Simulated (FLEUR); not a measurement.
# Anisotropy of FePt (c factor at fixed volume 1.15 on the database's cell) with FLEUR, part 2 of 2

Aim: the anisotropy of FePt (c factor at fixed volume 1.15 on the database's cell) from single passes in the potential of one collinear state.

FLEUR MaX-R8.1; PBE; all-electron FLAPW, Dirac cores, scalar-relativistic bands.

So far. Step 2 (The magnetic state): After 25 cycles the largest moment stands at 2.88 μB.

## 5. Spin–orbit coupling, moments along [001]

Level of this step: PBE; all-electron FLAPW, Dirac cores, scalar-relativistic bands with spin-orbit coupling (FLEUR).

Spin–orbit coupling ties the spins to the lattice and lets orbital moments form.

A new self-consistent run of the start ferro +, with the moments along z. The k list default-1 (kpts.xml, not shown) is a Γ-centred 22×22×13 mesh.

The input, inp.xml:

```
<?xml version="1.0" encoding="UTF-8" standalone="no"?>
<fleurInput fleurInputVersion="0.39">
   <comment>
      FePt
   </comment>
   <calculationSetup>
      <cutoffs Kmax="3.6" Gmax="10.8" GmaxXC="10.8" numbands="72"/>
      <scfLoop itmax="110" minDistance="0.00002" maxIterBroyd="15" imix="Anderson" alpha="0.05" precondParam="0.0" spinf="2.0" sdNocoIR="T"/>
      <coreElectrons ctail="T" frcor="F" kcrel="0" coretail_lmax="0"/>
      <xcFunctional name="pbe" relativisticCorrections="F"/>
      <magnetism jspins="2"/>
      <soc l_soc="T" theta="0.0" phi="0.0" spav="F"/>
      <expertModes spex="0" secvar="F"/>
      <geometryOptimization l_f="F" forcealpha="1.0" forcemix="BFGS" epsdisp="0.00001" epsforce="0.00001"/>
      <ldaU l_linMix="F" mixParam="0.05" spinf="1.0"/>
   </calculationSetup>
   <cell>
      <bzIntegration valenceElectrons="32.0" mode="hist" fermiSmearingEnergy="0.00183747">
         <kPointListSelection listName="default-1"/>
         <xi:include xmlns:xi="http://www.w3.org/2001/XInclude" href="kpts.xml"> </xi:include>
      </bzIntegration>
      <xi:include xmlns:xi="http://www.w3.org/2001/XInclude" href="sym.xml"> </xi:include>
      <bulkLattice scale="1.0">
         <bravaisMatrix>
            <row-1>    4.7992936914868354     0.0000000000000000     0.0000000000000000</row-1>
            <row-2>    0.0000000000000000     4.7992936914868354     0.0000000000000000</row-2>
            <row-3>    0.0000000000000000     0.0000000000000000     8.0842483610387994</row-3>
         </bravaisMatrix>
      </bulkLattice>
   </cell>
   <atomSpecies>
      <species name="Iron (Fe) 2.800" element="Fe" atomicNumber="26">
         <mtSphere radius="2.34" gridPoints="1003" logIncrement="0.0123"/>
         <atomicCutoffs lmax="8" lnonsphr="6"/>
         <electronConfig flipSpins="F">
            <coreConfig>(1s1/2) (2s1/2) (2p1/2) (2p3/2)</coreConfig>
            <valenceConfig>(3s1/2) (3p1/2) (3p3/2) (4s1/2) (3d3/2) (3d5/2)</valenceConfig>
            <stateOccupation state="(3d3/2)" spinUp="1.4" spinDown="1.0"/>
            <stateOccupation state="(3d5/2)" spinUp="3.0" spinDown="0.6"/>
         </electronConfig>
         <energyParameters s="4" p="4" d="3" f="4"/>
         <lo type="SCLO" l="0" n="3" eDeriv="0"/>
         <lo type="SCLO" l="1" n="3" eDeriv="0"/>
      </species>
      <species name="Platinum (Pt)" element="Pt" atomicNumber="78">
         <mtSphere radius="2.34" gridPoints="1003" logIncrement="0.0131"/>
         <atomicCutoffs lmax="8" lnonsphr="6"/>
         <electronConfig flipSpins="F">
            <coreConfig>(1s1/2) (2s1/2) (2p1/2) (2p3/2) (3s1/2) (3p1/2) (3p3/2) (4s1/2) (3d3/2) (3d5/2) (4p1/2) (4p3/2) (5s1/2) (4d3/2) (4d5/2) (4f5/2) (4f7/2)</coreConfig>
            <valenceConfig>(5p1/2) (5p3/2) (6s1/2) (5d3/2) (5d5/2)</valenceConfig>
            <stateOccupation state="(6s1/2)" spinUp="0.500000" spinDown="0.500000"/>
            <stateOccupation state="(5d3/2)" spinUp="1.800000" spinDown="1.800000"/>
            <stateOccupation state="(5d5/2)" spinUp="2.700000" spinDown="2.700000"/>
         </electronConfig>
         <energyParameters s="6" p="6" d="5" f="5"/>
         <lo type="SCLO" l="1" n="5" eDeriv="0"/>
      </species>
   </atomSpecies>
   <atomGroups>
      <atomGroup species="Iron (Fe) 2.800">
         <relPos label="                   1">.0000000000 .0000000000 .0000000000</relPos>
         <force calculate="T" relaxXYZ="TTT"/>
      </atomGroup>
      <atomGroup species="Platinum (Pt)">
         <relPos label="                   2">1.000/2.000 1.000/2.000 1.000/2.000</relPos>
         <force calculate="T" relaxXYZ="TTT"/>
      </atomGroup>
   </atomGroups>
   <output dos="F" band="F" slice="F">
      <bandDOS minEnergy="-.5*Htr" maxEnergy="0.5*Htr" sigma="0.015" storeEVData="T"/>
      <plotting iplot="0" polar="F">
         <plot TwoD="T" vec1="  1.0  0.0  0.0" vec2="  0.0  1.0  0.0" vec3="  0.0  0.0  1.0" zero="  0.0  0.0  0.0" file="plot"/>
      </plotting>
      <moessbauerParams electricFieldGradient="F" isomerShift="F" coreHyperfine="F" valenceHyperfine="F"/>
   </output>
</fleurInput>
```

The input, crystal.txt:

```
FePt
&input film=F cartesian=F /
2.53967685000  0.00000000000  0.00000000000
0.00000000000  2.53967685000  0.00000000000
0.00000000000  0.00000000000  4.27800000000
1.8897261246
1.0 1.0 1.0

2
26 0.00000000000  0.00000000000  0.00000000000 : 2.800
78 0.50000000000  0.50000000000  0.50000000000

&soc 0.0000000 0.0000000 /
&kpt div1=22 div2=22 div3=13 gamma=T /
```

Started as:

```sh
> OMP_NUM_THREADS=1 inpgen -f crystal.txt > inpgen.log  # inp.xml is then edited as shown
> OMP_NUM_THREADS=1 mpirun -n 4 fleur_MPI > fleur.log
```

The log of the run:

```text
[banner, memory and clock lines left out]
Welcome to FLEUR        (www.flapw.de)
      MaX-Release 8.1          (www.max-centre.eu)

 ========== k-point set info ==========
 Selected k-point list: default-1
 k-point list type: mesh
 0 x 0 x 0
 Number of k points: 864

 [... set-up left out ...]
 Iteration:     1   Distance:      47.17191867 me/bohr^3
 Iteration:     2   Distance:      14.85287367 me/bohr^3
 Iteration:     3   Distance:      13.22602496 me/bohr^3
 Iteration:     4   Distance:       7.69774227 me/bohr^3
 Iteration:     5   Distance:       8.21117383 me/bohr^3
 Iteration:     6   Distance:       4.35514057 me/bohr^3
 Iteration:     7   Distance:       3.00544848 me/bohr^3
 Iteration:     8   Distance:       1.07164148 me/bohr^3
 Iteration:     9   Distance:       1.07054282 me/bohr^3
 Iteration:    10   Distance:       0.27864171 me/bohr^3
 Iteration:    11   Distance:       0.21003939 me/bohr^3
 Iteration:    12   Distance:       0.03396303 me/bohr^3
 Iteration:    13   Distance:       0.03241456 me/bohr^3
 Iteration:    14   Distance:       0.01533290 me/bohr^3
[... lines left out ...]
 Iteration:    19   Distance:       0.00142328 me/bohr^3
 Iteration:    20   Distance:       0.00051524 me/bohr^3
 Iteration:    21   Distance:       0.00034739 me/bohr^3
 Iteration:    22   Distance:       0.00026676 me/bohr^3
 Iteration:    23   Distance:       0.00007977 me/bohr^3
 Iteration:    24   Distance:       0.00005936 me/bohr^3
 Iteration:    25   Distance:       0.00000490 me/bohr^3

 ********************************************************************
 Run finished successfully
 Stop message:
   all done
 ********************************************************************

--- out.xml (last complete iteration) ---
<iteration numberForCurrentRun="   25" overallNumber="   25">
         [... left out ...]
         <bandgap value="0.0025253414" units="eV"/>
         <sumValenceSingleParticleEnergies value="-17.7379847979" units="Htr"/>
         <FermiEnergy value="0.4449703782" units="Htr"/>
         [... left out ...]
         <magneticMomentsInMTSpheres units="muBohr">
            <globalMagMoment atomType="1" vec="0.00000   0.00000   2.86638"/>
            <globalMagMoment atomType="2" vec="0.00000   0.00000   0.23539"/>
         </magneticMomentsInMTSpheres>
         <orbitalMomentsInMTSpheres units="muBohr">
            <globalMagMoment atomType="1" vec="0.00000   0.00000   0.06784"/>
            <globalMagMoment atomType="2" vec="0.00000   0.00000   0.02392"/>
         </orbitalMomentsInMTSpheres>
         [... left out ...]
         <totalEnergy value="   -19719.5778335405" units="Htr">
            <sumOfEigenvalues value="   -12059.8000172114">
               <coreElectrons value="-12042.0620324134"/>
               <valenceElectrons value="-17.7379847979"/>
            </sumOfEigenvalues>
         [... left out ...]
            <freeEnergy value="-19719.5782920202"/>
            <extrapolationTo0K value="-19719.5780627803"/>
         </totalEnergy>
         <densityConvergence units="me/bohr^3">
            <chargeDensity spin="1" distance="0.0000023702"/>
            <chargeDensity spin="2" distance="0.0000035178"/>
            <overallChargeDensity distance="0.0000048994"/>
            <spinDensity distance="0.0000034614"/>
         </densityConvergence>
      </iteration>
```

Wall time 6.3 min (4 MPI ranks of Arm Neoverse V2, shared host); peak memory 0.91 GiB; 25 min of CPU time.

Read from the output:

```yaml
free_energy: -536597.0615 eV
program_s_band_gap_on_this_mesh_in_a_metal_only_a_level_spacing: 0.002525 eV
magnetization: 3.018 μB
final_state: ferromagnetic
largest_moment: 2.866 μB
orbital_moment_along_the_spin: 0.06784 μB
```

Orbital moment in the sphere, along the spin axis by atom:

| atom | orbital moment in the sphere, along the spin axis (μB) |
| --- | --- |
| Fe1 | 0.0678 |
| Pt2 | 0.0239 |

## 6. What came out

| Quantity | Value |
| --- | --- |
| reference state | ferromagnetic |
| largest sphere moment | 2.88 μB |
| easy direction of those tried | [001] |
| energy along [100] less [001], force theorem | 2.13 meV a primitive cell |
| orbital moment on the atom of largest spin, along its spin (spin–orbit run) | 0.0678 μB |

By the force theorem the moments prefer [001]; shape anisotropy is not in it. The difference for the second direction goes from 3.2 meV (mesh 15×15×9, 72 states, 4.4 min of CPU time) to 2.1 meV (mesh 22×22×13, 72 states, 13 min), so it is not converged. The orbital moment is parallel to the spin. The state was typed, and no other order was converged beside it, so it need not be the ground state.

[Logs and program files are shortened in this print: banners, set-up blocks, solver, clock and traceback lines can be left out without a mark of their own.]

[Logs are printed without paths, hosts, clocks, repeated set-up lines and the standing remarks that a program may print on its own settings, such as how far it seeks lower states.]

[Hosts, paths, dates, database ids (printed as entryN), source tags and the programs' standing remarks are cut or masked in the printed files.]

[Where a cell is said to come from a database of computed structures, the database is the Materials Project.]
